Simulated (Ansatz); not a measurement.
# Na on Al(100): change of the work function

How does Na on the hollow site change the work function of Al(100) as the layer fills?

Method: plane-wave DFT, PBE, Ansatz PAW, in Ansatz 0.2.0.

### 1. Set-up

The cell holds 4 atoms: 4 Al. Its edges and angles: a = 2.864 Å, b = 2.864 Å, c = 24.075 Å, α = 90.0°, β = 90.0°, γ = 90.0°. Vacuum lies along c.

### 2. The clean slab

The bare slab comes first, as the zero from which every change is counted. The two lowest layers are held at bulk places and the upper ones relax. The dipole correction removes the false field that a one-sided slab makes across the periodic vacuum, so each face gets a flat vacuum level of its own.

Contents of input.yaml:

```yaml
crystal:
  lattice:
    - [2.8637824638, 0.0, 0.0]
    - [0.0, 2.8637824638, 0.0]
    - [0.0, 0.0, 24.075]
  atoms:
    - { symbol: Al, position: [0.5, 0.5, 0.3738317757] }
    - { symbol: Al, position: [0.0, 0.0, 0.4579439252] }
    - { symbol: Al, position: [0.5, 0.5, 0.5420560748] }
    - { symbol: Al, position: [0.0, 0.0, 0.6261682243] }
kpoints:
  mp_grid: { grid: [12, 12, 1] }
hamiltonian:
  xc: pbe
scf:
  occupations: { method: fermi_dirac, width: 0.1 }
  convergence: { dr2_threshold: 1.0e-08 }
efield:
  axis: 3
  dipole_correction: true
  ramp_position: 0.97
  ramp_width: 0.06
relax:
  f_tol: 0.02
  max_steps: 60
  constraints: [{ sites: [0, 1] }]
output:
  write_potential: true
  write_density: true
  volumetric_format: npy
```

Launch:

```
ansatz run input.yaml --threads 2 --pin off --max-ram 4096MiB --backend cpu --events-out ev --progress --plain --runs-dir out
```

Numbers of over 12 decimals in the logs are rounded to 6 here.

What it wrote:

```text
Engine: ansatz 0.2.0, aarch64-unknown-linux-gnu
Pseudopotentials: kind: paw
Pseudopotential: Al, paw, valence charge 3, recommended cutoff 420 eV (normal), Al.paw.azcp
Functional definition: PBE
  parameter kappa = 0.804
  parameter beta = 0.066725
  exchange = pbe_x(kappa = kappa, mu = beta*pi^2/3)
  correlation = pbe_c(beta = beta)
Crystal: 4 atoms, lattice volume = 197.445 Å³
Basis set: ecut = 420 eV, 3877 PW (Γ), exchange–correlation on 40×40×324 points (8 copies of the dense FFT grid, shifted against one another)
Bands: 10, of which v1, the nominal top of the filled ones, is band 6 counted from 1 (5 counted from 0)
Symmetry: 8 space group operations
k-points: 28 of 144
Non-local potential: Al, projectors of the file, l = 0: 2, l = 1: 2, l = 2: 1
PAW form: soft (Blöchl's): semilocal exchange-correlation on the pseudo side does not see the compensation charge
PAW one-centre angular grid: Al, 110 points (default); XC on 64 Gauss nodes
Initial density: superposition of atomic densities (neutral atoms: chi_scale 0, normalization atom), corrected by the library's trained network
Initial wavefunctions: pseudopotential atomic-orbital guess
Functional: x = pbe(κ = 0.804, μ = 0.219515), c = pbe(β = 0.066725)
SCF iter   1: F=—  HF=-2149.073312 eV  |F-HF|=—  |Δ(HF+E_count)|=         —  Δρ=1.35e-3  dr2=4.43e-2  ethr=1.77e-3  p=0.000 e·Å  D=4.85e-14 V/Å  ΔV_dip=-0.00 eV  dr2_dipole=8.88e-8  V_vac-E_F(+/−)=4.19/4.19 eV  ⟨swp⟩=7.7  Hψ=2497  notcnv=0
efield: sawtooth ramp at fractional position 0.9700 (set: `efield.ramp_position`, or a place that a band, a saddle search or an elastic batch's reference lends), width 0.0600; the density the first Hamiltonian is built on has a dipole p = 0.000 e·Å; the dipole correction subtracts the counter field D = 4.85e-14 V/Å, which shifts the + side's vacuum level by -0.00 eV against the − side's; the planar-averaged density in the ramp window peaks in size at 7.4e-6 e/Å³
preconditioner: auto → LDOS  [metal: Δε(μ)=0.111 eV  Ē_g=6.245 eV  σ=0.100 eV  W_gap=0.27  n_scr=12 (ndim 8)  ℏωp=9.2 eV  f_vac=0.539  D(μ)=1.77/eV (n_scr^D=8)  β→1.0]
SCF iter   2: F=—  HF=-2149.069339 eV  |F-HF|=—  |Δ(HF+E_count)|=   3.97e-3  Δρ=3.72e-4  dr2=2.51e-4  ethr=3.69e-4  p=-0.000 e·Å  D=-1.60e-6 V/Å  ΔV_dip=0.00 eV  dr2_dipole=1.12e-7  V_vac-E_F(+/−)=4.30/4.30 eV  ⟨swp⟩=1.2  Hψ=520  notcnv=0
SCF iter   3: F=—  HF=-2149.069584 eV  |F-HF|=—  |Δ(HF+E_count)|=   2.45e-4  Δρ=6.51e-5  dr2=6.56e-5  ethr=2.09e-6  p=0.000 e·Å  D=1.17e-6 V/Å  ΔV_dip=-0.00 eV  dr2_dipole=1.44e-9  V_vac-E_F(+/−)=4.30/4.30 eV  ⟨swp⟩=2.6  Hψ=554  notcnv=0
SCF iter   4: F=—  HF=-2149.069765 eV  |F-HF|=—  |Δ(HF+E_count)|=   1.81e-4  Δρ=1.90e-5  dr2=7.49e-6  ethr=5.47e-7  p=0.000 e·Å  D=1.08e-6 V/Å  ΔV_dip=-0.00 eV  dr2_dipole=3.03e-11  V_vac-E_F(+/−)=4.30/4.30 eV  ⟨swp⟩=1.5  Hψ=319  notcnv=0
SCF iter   5: F=—  HF=-2149.069768 eV  |F-HF|=—  |Δ(HF+E_count)|=   2.21e-6  Δρ=2.85e-6  dr2=1.76e-8  ethr=6.24e-8  p=0.000 e·Å  D=1.02e-7 V/Å  ΔV_dip=-0.00 eV  dr2_dipole=2.53e-10  V_vac-E_F(+/−)=4.30/4.30 eV  ⟨swp⟩=2.1  Hψ=349  notcnv=0
SCF iter   6: F=-2149.069768 eV  HF=-2149.069768 eV  |F-HF|=2.17e-9  |Δ(HF+E_count)|=   1.32e-7  Δρ=9.95e-7  dr2=8.50e-9  ethr=8.33e-11  p=0.000 e·Å  D=2.78e-7 V/Å  ΔV_dip=-0.00 eV  dr2_dipole=9.34e-11  V_vac-E_F(+/−)=4.30/4.30 eV  ⟨swp⟩=10.3  Hψ=2053  notcnv=0
SCF 1 converged in 6 iterations: F = -2149.069768 eV  dr2 = 8.50e-9
  greatest PAW one-centre occupation: 0.476 electrons in one spin orbital (limit 2), on the Al atom at site 0 (counted from 0), in its partial waves of l = 0
relax step   1: F+E_penalty+E_count = -2149.06976777 eV  Δ(F+E_penalty+E_count) = +0.000e0 eV  max|allowed force component| = 8.598e-2 eV/Å  Δτ_max = 0.0000 Å  (6 SCF iters, accepted)
Initial density: handed on by an earlier stage of this run
Initial wavefunctions: those handed on with the density
iter 1 solved again at ethr=3.58e-5 eV; its pass at ethr=3.10e-3 eV (dr2=4.30e-3 eV) is discarded
SCF iter   1: F=—  HF=-2149.070734 eV  |F-HF|=—  |Δ(HF+E_count)|=         —  Δρ=3.87e-4  dr2=4.25e-3  ethr=3.58e-5  p=0.000 e·Å  D=2.79e-7 V/Å  ΔV_dip=-0.00 eV  dr2_dipole=8.48e-4  V_vac-E_F(+/−)=4.30/4.30 eV  ⟨swp⟩=1.1  Hψ=1337  notcnv=0
efield: sawtooth ramp at fractional position 0.9700 (set: `efield.ramp_position`, or a place that a band, a saddle search or an elastic batch's reference lends), width 0.0600; the density the first Hamiltonian is built on has a dipole p = 0.000 e·Å; the dipole correction subtracts the counter field D = 2.79e-7 V/Å, which shifts the + side's vacuum level by -0.00 eV against the − side's; the planar-averaged density in the ramp window peaks in size at 1.1e-7 e/Å³
preconditioner: auto → LDOS  [metal: Δε(μ)=0.091 eV  Ē_g=6.216 eV  σ=0.100 eV  W_gap=0.22  n_scr=12 (ndim 8)  ℏωp=9.2 eV  f_vac=0.537  D(μ)=1.89/eV (n_scr^D=10)  β→1.0]
SCF iter   2: F=—  HF=-2149.070368 eV  |F-HF|=—  |Δ(HF+E_count)|=   3.66e-4  Δρ=2.37e-4  dr2=6.53e-4  ethr=3.54e-5  p=0.000 e·Å  D=5.37e-5 V/Å  ΔV_dip=-0.00 eV  dr2_dipole=5.89e-5  V_vac-E_F(+/−)=4.30/4.30 eV  ⟨swp⟩=2.3  Hψ=395  notcnv=0
SCF iter   3: F=—  HF=-2149.070334 eV  |F-HF|=—  |Δ(HF+E_count)|=   3.37e-5  Δρ=4.24e-5  dr2=3.63e-5  ethr=5.44e-6  p=0.000 e·Å  D=3.76e-4 V/Å  ΔV_dip=-0.01 eV  dr2_dipole=5.08e-6  V_vac-E_F(+/−)=4.29/4.30 eV  ⟨swp⟩=2.6  Hψ=441  notcnv=0
SCF iter   4: F=—  HF=-2149.070508 eV  |F-HF|=—  |Δ(HF+E_count)|=   1.74e-4  Δρ=8.66e-6  dr2=3.60e-7  ethr=3.03e-7  p=0.000 e·Å  D=3.71e-4 V/Å  ΔV_dip=-0.01 eV  dr2_dipole=7.84e-10  V_vac-E_F(+/−)=4.29/4.30 eV  ⟨swp⟩=1.8  Hψ=407  notcnv=0
SCF iter   5: F=—  HF=-2149.070509 eV  |F-HF|=—  |Δ(HF+E_count)|=   2.68e-7  Δρ=2.82e-6  dr2=1.69e-8  ethr=3.00e-9  p=0.000 e·Å  D=3.75e-4 V/Å  ΔV_dip=-0.01 eV  dr2_dipole=8.23e-10  V_vac-E_F(+/−)=4.29/4.30 eV  ⟨swp⟩=2.5  Hψ=523  notcnv=0
SCF iter   6: F=-2149.070509 eV  HF=-2149.070509 eV  |F-HF|=3.51e-9  |Δ(HF+E_count)|=   4.54e-8  Δρ=6.32e-7  dr2=1.37e-9  ethr=8.33e-11  p=0.000 e·Å  D=3.78e-4 V/Å  ΔV_dip=-0.01 eV  dr2_dipole=1.04e-10  V_vac-E_F(+/−)=4.29/4.30 eV  ⟨swp⟩=9.2  Hψ=1838  notcnv=0
SCF 2 converged in 6 iterations: F = -2149.070509 eV  dr2 = 1.37e-9
  greatest PAW one-centre occupation: 0.477 electrons in one spin orbital (limit 2), on the Al atom at site 3 (counted from 0), in its partial waves of l = 0
relax step   2: F+E_penalty+E_count = -2149.07050878 eV  Δ(F+E_penalty+E_count) = -7.410e-4 eV  max|allowed force component| = 1.989e-2 eV/Å  Δτ_max = 0.0157 Å  (6 SCF iters, accepted)
NSCF: frozen V_eff on 28 k-points
the search or the solves at the SCF's close seem to have found levels that the self-consistency loop had missed (the run counts 1). By its estimate they hold under 1e-12 electrons; where the run keeps them, the occupations were computed again with them
WARN: The output density's exchange-correlation potential varies sharply where the density is thin. Do not read a vacuum level from v_tot or v_xc, or from such a field of the output density. On a cell that repeats whose density bears no net charge and no dipole along the vacuum's axis use v_es (v_loc + v_h of the components); under efield.dipole_correction with no amplitude use v_es + v_field, which holds any externa [...]
SCF converged after 6 iterations
Free energy (F): -2149.070509 eV
Harris-Foulkes:  -2149.070509 eV  (|F-HF|=3.51e-9)
Internal energy: -2149.011085 eV  (E = F + TS)
E sigma→0 (E₀):  -2149.040797 eV
Entropy (-TS):   -0.059424 eV (-14.856 meV/atom)
Fermi energy:    -0.147918 eV
Dipole field:    D = 0.000364 V/Å  (p = 0.000397 e·Å, saw-weighted, corrected)
Work function:   Φ+ = 4.2929 eV   Φ− = 4.3016 eV
Levels:          The Fermi level and band energies are counted from a zero that moves with the ramp; work functions are not
--- Per-component energies (eV) ---
  E_band       = -50.329324
  E_kinetic    = 85.713780
  E_local      = -2761.718043  (includes V_loc(G=0)·N_el)
  E_nonlocal   = 41.955323
  E_hartree    = 1354.964325
  E_xc         = -155.889557
  E_vxc        = -111.721352  (∫ρ·V_xc dr)
  E_paw        = -1869.136310  (= ΣΔE_a)
  E_vpaw       = -14.488216  (= ΣTr[D̂ρ^β])
  E_aug_tail   = -0.000009  (compensation charges beyond the density's cutoff)
  E_efield     = 0.000000  (sawtooth field / dipole correction)
  E_vefield    = 0.000005  (∫n·V_field dr)
  E_ewald      = 1155.099405
  E_smearing   = -0.059424  (= −TS)
  E_closure    = -0.000000  (closes the sum)
  Σ components = -2149.070509   (vs F -2149.070509, Δ=0.00e0)
--- Forces (eV/Å), atoms counted from 1 ---
  atom   1  Al     0.00000000     0.00000000    -0.04353659
  atom   2  Al     0.00000000     0.00000000     0.03675531
  atom   3  Al    -0.00000000     0.00000000     0.01989361
  atom   4  Al     0.00000000     0.00000000    -0.01311337
  max |Σ_I F_I| component: 1.04e-6 eV/Å
--- Band table (eV; the first three rows and the last of 28) ---
  k-point 0: bands = ["-10.7344", "-9.3519", "-7.2434", "-4.4197", "-2.1006", "1.3274", "3.2832", "4.1394", "4.3751", "5.5434"]
  k-point 1: bands = ["-10.6095", "-9.2280", "-7.1208", "-4.2979", "-1.9846", "1.4396", "3.4047", "3.5200", "4.2685", "4.4924"]
  k-point 2: bands = ["-10.2356", "-8.8569", "-6.7537", "-3.9335", "-1.6377", "1.1533", "1.8770", "2.5034", "3.7893", "4.4870"]
  k-point 27: bands = ["-2.5943", "-2.5943", "-1.3140", "-1.3140", "-1.2842", "-1.2630", "0.1501", "0.1695", "0.6486", "0.6486"]
--- Relaxed structure (2 steps of the walk, 2 accepted, 0 SCFs on fresh bases) ---
  F+E_penalty+E_count = -2149.07050878 eV   max|allowed force component| = 1.989e-2 eV/Å
  atoms:
    - { symbol: Al, position: [0.5, 0.5, 0.373832] }
    - { symbol: Al, position: [0.0, 0.0, 0.457944] }
    - { symbol: Al, position: [0.5, 0.5, 0.541405] }
    - { symbol: Al, position: [0, 0.0, 0.626621] }
```

Run time: 11 s. Hardware: 2 threads of Arm Neoverse N1, shared host; peak memory 0.37 GiB; 21 s of CPU time.

Relaxation path:

```tsv
step	energy less that of the first step (eV)	largest force component (eV/Å)
1	0.0000	0.0860
2	-0.0007	0.0199
```

Forces are held to the 8 operations that the run works with; a distortion that breaks them can't arise in this run.

The atoms that moved most (Å):

```tsv
atom	dx	dy	dz	length
Al3	0.000	0.000	-0.016	0.016
Al4	0.000	0.000	0.011	0.011
```

The relaxed structure:

```cif
data_structure
_symmetry_space_group_name_H-M 'P 1'
_symmetry_Int_Tables_number 1
_cell_length_a 2.8638
_cell_length_b 2.8638
_cell_length_c 24.0750
_cell_angle_alpha 90.000
_cell_angle_beta 90.000
_cell_angle_gamma 90.000
_cell_volume 197.45
loop_
_atom_site_label
_atom_site_type_symbol
_atom_site_fract_x
_atom_site_fract_y
_atom_site_fract_z
_atom_site_occupancy
Al1 Al 0.50000 0.50000 0.37383 1
Al2 Al 0.00000 0.00000 0.45794 1
Al3 Al 0.50000 0.50000 0.54141 1
Al4 Al 0.00000 0.00000 0.62662 1
```

This step gave:

```yaml
energy_at_zero_smearing: -2149.0408 eV
work_function_upper_face: 4.293 eV
dipole_along_the_normal: 3.97e-4 e·Å
```

Running mean over 2.025 Å of the planar mean; the ramp of the sawtooth is left out. Table of electron's electrostatic potential energy less the Fermi level by z:

```tsv
z (Å)	electron's electrostatic potential energy less the Fermi level (eV)
3	4.30
4	4.30
5	4.30
6	4.23
7	3.50
8	-0.524
9	-4.18
10	-4.56
11	-4.58
12	-4.62
13	-4.56
14	-4.45
15	-4.25
16	-0.942
17	3.30
18	4.21
19	4.29
20	4.29
21	4.29
```

The relaxation took 2 steps and lowered the energy by 7.4e-4 eV; the largest force on the free atoms ends at 0.020 eV/Å.

The work function of the upper face is 4.29 eV.

(Continued in part 2 of 3.)

[Logs are printed without paths, hosts, clocks, repeated set-up lines and the standing remarks that a program may print on its own settings, such as how far it seeks lower states.]

[Hosts, paths, dates, database ids (printed as entryN), source tags and the programs' standing remarks are cut or masked in the printed files.]

[Maps of the electrostatic potential energy from Ansatz leave out the sawtooth potential of an applied field or a dipole correction, so their vacuum need not be flat; planar profiles and work functions include it.]
